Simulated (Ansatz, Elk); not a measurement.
**Bonding as seen by X-rays: KAg**

The structure of KAg used here is made up (a known structure type with other elements) and was relaxed beforehand with r2SCAN. The aim is the Fourier transform of its all-electron density, F(hkl), set beside the sum over free spherical atoms that refinements use.

Program: Elk 11.2.3 (patched build). Level of theory: DFT, PBE, all-electron APW+lo, Dirac cores, scalar-relativistic bands, static density, no spin. Results are calculated unless marked as measured.

This account leaves out most program logs.

The structure was built from a prototype and need not be the compound's stable phase.

**1. Starting point**

It takes space group R-3m (No. 166, trigonal). Conventional cell: a = 4.860 Å, b = 4.860 Å, c = 12.059 Å, α = 90.00°, β = 90.00°, γ = 120.00°. Nearest to Ag lie 6 K at 3.45 Å. Nearest to K lie 6 Ag at 3.45 Å. Farther neighbours are not listed.

**2. Ground state and structure factors**

An all-electron density is needed, since X-rays see the cores too. Task 0 finds the density and task 195 Fourier-transforms it; tshift is off so that phases refer to the origin typed.

File elk.in:

```
tasks
  0
  195

xctype
  20

spinpol
  .false.

rgkmax
  7.0

gmaxvr
  14.0

lmaxo
  7

lmaxapw
  8

swidth
  0.002

tshift
  .false.

ramdisk
  .false.

hmaxvr
  5.5

maxscl
  120

epspot
  1e-06

sppath
  './'

avec
  4.59236799190 2.65140489634 7.59638396937
  -4.59236799190 2.65140489634 7.59638396937
  -0.00000000000 -5.30280979268 7.59638396937

atoms
  2
  'Ag.in'
  1
  -0.0000000000 -0.0000000000 0.0000000000   0.000000 0.000000 0.000000
  'K.in'
  1
  0.5000000000 0.5000000000 0.5000000000   0.000000 0.000000 0.000000

ngridk
  6 6 6
```

Run with:

```console
$ OMP_NUM_THREADS=4 elk
```

It took 20 s on 4 threads of Arm Neoverse N1, shared host; peak memory 0.17 GiB.

SFACRHO.OUT:

```text

h k l indices transformed by vhmat matrix:
   1.000000000       0.000000000       0.000000000    
   0.000000000       1.000000000       0.000000000    
   0.000000000       0.000000000       1.000000000    

      h      k      l  multipl.   |H|            Re(F)            Im(F)           |F|

      0      0      0      1   0.0000000       66.000000     -0.30565240E-17   66.000000    
      1      1      1      2  0.82712845       26.667321     -0.22425459E-13   26.667321    
      1      0      0      6  0.83665270       26.620150     -0.11580450E-13   26.620150    
      0     -1     -1      6  0.96334568       56.848470     -0.22510956E-13   56.848470    
      2      1      1      6   1.3565484       51.356822      0.40563235E-13   51.356822    
     -1      1      0      6   1.3681798       51.198981     -0.56645204E-17   51.198981    
     -2     -2     -1      6   1.5888250       23.054521      0.37003777E-13   23.054521    
      2      1      0     12   1.5987675       23.011994     -0.17991393E-13   23.011994    
     -1      1     -1      6   1.6037156       22.990809      0.94964880E-14   22.990809    
      2      2      2      2   1.6542569       47.412067      0.35153141E-13   47.412067    
     -2      0      0      6   1.6733054       47.170790     -0.18600154E-13   47.170790    
      2      2      0      6   1.9266914       44.121336      0.34507775E-13   44.121336    
     -2     -2     -3      6   2.0853638       20.956288      0.29249709E-13   20.956288    
     -1     -1     -3      6   2.0967310       20.909374      0.31524187E-13   20.909374    
     -2      1      0     12   2.1080370       20.862510      0.81091938E-14   20.862510    
     -2     -3     -1     12   2.1467375       41.662293     -0.66573403E-13   41.662293    
      2      1     -1     12   2.1614502       41.506042     -0.22802626E-14   41.506042    
     -2     -3     -3      6   2.3428568       39.665744     -0.60609659E-13   39.665744
```

Elk indexes on the primitive cell of elk.in and gives |H| = 4π sin θ/λ in inverse bohr. Below, one row stands for each form hkl of the conventional cell (m members, Friedel mates merged), F is for one primitive cell and the density is static (no thermal factor). Free-atom factors are Waasmaier and Kirfel's, and R is Σm||F|−|F'||/Σm|F|.

```tsv
hkl	m	sin θ/λ (Å⁻¹)	abs F, DFT	neutral atoms	diff.
003	2	0.124	26.667	26.631	+0.036
101	6	0.126	26.620	26.593	+0.027
012	6	0.145	56.849	56.859	-0.011
104	6	0.204	51.357	51.519	-0.162
110	6	0.206	51.199	51.361	-0.162
015	6	0.239	23.055	23.254	-0.200
113	12	0.240	23.012	23.209	-0.197
021	6	0.241	22.991	23.187	-0.196
006	2	0.249	47.412	47.563	-0.151
202	6	0.252	47.171	47.318	-0.147
024	6	0.290	44.121	44.192	-0.071
107	6	0.314	20.956	21.042	-0.086
205	6	0.315	20.909	20.993	-0.083
211	12	0.317	20.863	20.944	-0.081
```

**3. The highest occupied states alone**

An energy window below the Fermi level keeps the highest occupied states, to see at which angles they scatter; shallow core shells can lie inside it and anion s states outside. No new self-consistency is needed.

elk.in: that of step 2 with these lines changed.

```diff
@@ -1,3 +1,2 @@
 tasks
-  0
   195
@@ -40,2 +39,5 @@
 
+wsfac
+  -0.513170 0.338070
+
 sppath
```

Run with:

```console
$ OMP_NUM_THREADS=4 elk
```

Run time: 9.9 s. Hardware: 4 threads; peak memory 0.17 GiB; 12 s of CPU time.

States within 15 eV below the Fermi level hold 18.00 electrons; any levels below the window count with the cores. Their amplitudes can exceed the total, where window and core parts have opposite phase:

```tsv
hkl	sin θ/λ (Å⁻¹)	abs F, window	abs F, all
003	0.124	3.400	26.667
101	0.126	3.369	26.620
012	0.145	11.233	56.849
104	0.204	7.770	51.357
110	0.206	7.678	51.199
015	0.239	1.579	23.055
113	0.240	1.565	23.012
021	0.241	1.558	22.991
006	0.249	5.570	47.412
202	0.252	5.444	47.171
```

**4. Another functional**

The difference from free atoms is small, so it is set against the change that PBEsol makes.

elk.in: that of step 3 with these lines changed.

```diff
@@ -1,2 +1,3 @@
 tasks
+  0
   195
@@ -4,3 +5,3 @@
 xctype
-  20
+  22
 
@@ -39,5 +40,2 @@
 
-wsfac
-  -0.513170 0.338070
-
 sppath
```

Run with:

```console
$ OMP_NUM_THREADS=4 elk
```

The job ended after 20 s (4 threads; peak memory 0.17 GiB; 41 s of CPU time).

Against the first run R = 0.01 %; the largest change is -0.018 at 012.

**5. Basis size**

A smaller basis shows how fast F responds to it; the change is likely larger than the basis error of the first run, but doesn't show convergence.

elk.in: that of step 4 with these lines changed.

```diff
@@ -5,3 +5,3 @@
 xctype
-  22
+  20
 
@@ -11,3 +11,3 @@
 rgkmax
-  7.0
+  5.5
```

Run with:

```console
$ OMP_NUM_THREADS=4 elk
```

The job ended after 18 s (4 threads; peak memory 0.17 GiB; 35 s of CPU time).

Against the first run R = 0.03 %; the largest change is +0.043 at 018.

**6. Basis size**

The basis and the expansions that go with it are enlarged, to see whether the differences are converged.

elk.in: that of step 5 with these lines changed.

```diff
@@ -11,12 +11,12 @@
 rgkmax
-  5.5
+  8.5
 
 gmaxvr
-  14.0
+  18.0
 
 lmaxo
-  7
+  9
 
 lmaxapw
-  8
+  10
```

Run with:

```console
$ OMP_NUM_THREADS=4 elk
```

The job ended after 47 s (4 threads; peak memory 0.26 GiB).

Against the first run R = 0.01 %; the largest change is -0.008 at 220.

**7. Settings against the effect**

```tsv
run	R against the first run (%)	R against neutral atoms, low angle (%)	wall time
PBE, rgkmax 7	0.00	0.36	20 s
PBEsol	0.01	0.38	20 s
rgkmax 5.5	0.03	0.38	18 s
rgkmax 8.5 with larger expansions	0.01	0.35	47 s
```

**8. Outcome**

* R against neutral atoms, sin θ/λ < 0.3 Å⁻¹: 0.36 %
* R against neutral atoms, 0.3 to 0.78 Å⁻¹: 0.17 %

**Reading.** Independent neutral atoms miss the calculated amplitudes by R = 0.36 % below 0.3 Å⁻¹ and 0.17 % from there to 0.78 Å⁻¹; by shells, 0.05 % below 0.15 Å⁻¹ (3 forms), 0.46 % 0.15 to 0.3 (8 forms), 0.14 % 0.3 to 0.45 (23 forms), 0.17 % above 0.45 (115 forms). Bonding, aspherical density and the tables' own atoms all enter these figures, and the runs don't part them. The largest change of an amplitude is -0.20 electrons, at 015. The window's part falls from 18.0 electrons at the origin to at most 0.34 between 0.45 and 0.78 Å⁻¹. The window holds more than the 12 outer electrons of the free atoms, so shallow core shells lie inside it. Below 0.3 Å⁻¹ the changes that finished (PBEsol, rgkmax 5.5 and rgkmax 8.5 with larger expansions) move F by R = 0.04 % at most, against the 0.36 % that separates it from free atoms. The k-mesh has no finished test. These runs have no spin, though d or f shells may be open. Part of the difference isn't bonding: the tables are fits to free atoms and ions calculated by other methods than this functional. Thermal motion, anomalous dispersion and extinction are left out.

[Logs are printed without paths, hosts, clocks, repeated set-up lines and the standing remarks that a program may print on its own settings, such as how far it seeks lower states.]

[Hosts, paths, dates, database ids (printed as entryN), source tags and the programs' standing remarks are cut or masked in the printed files.]
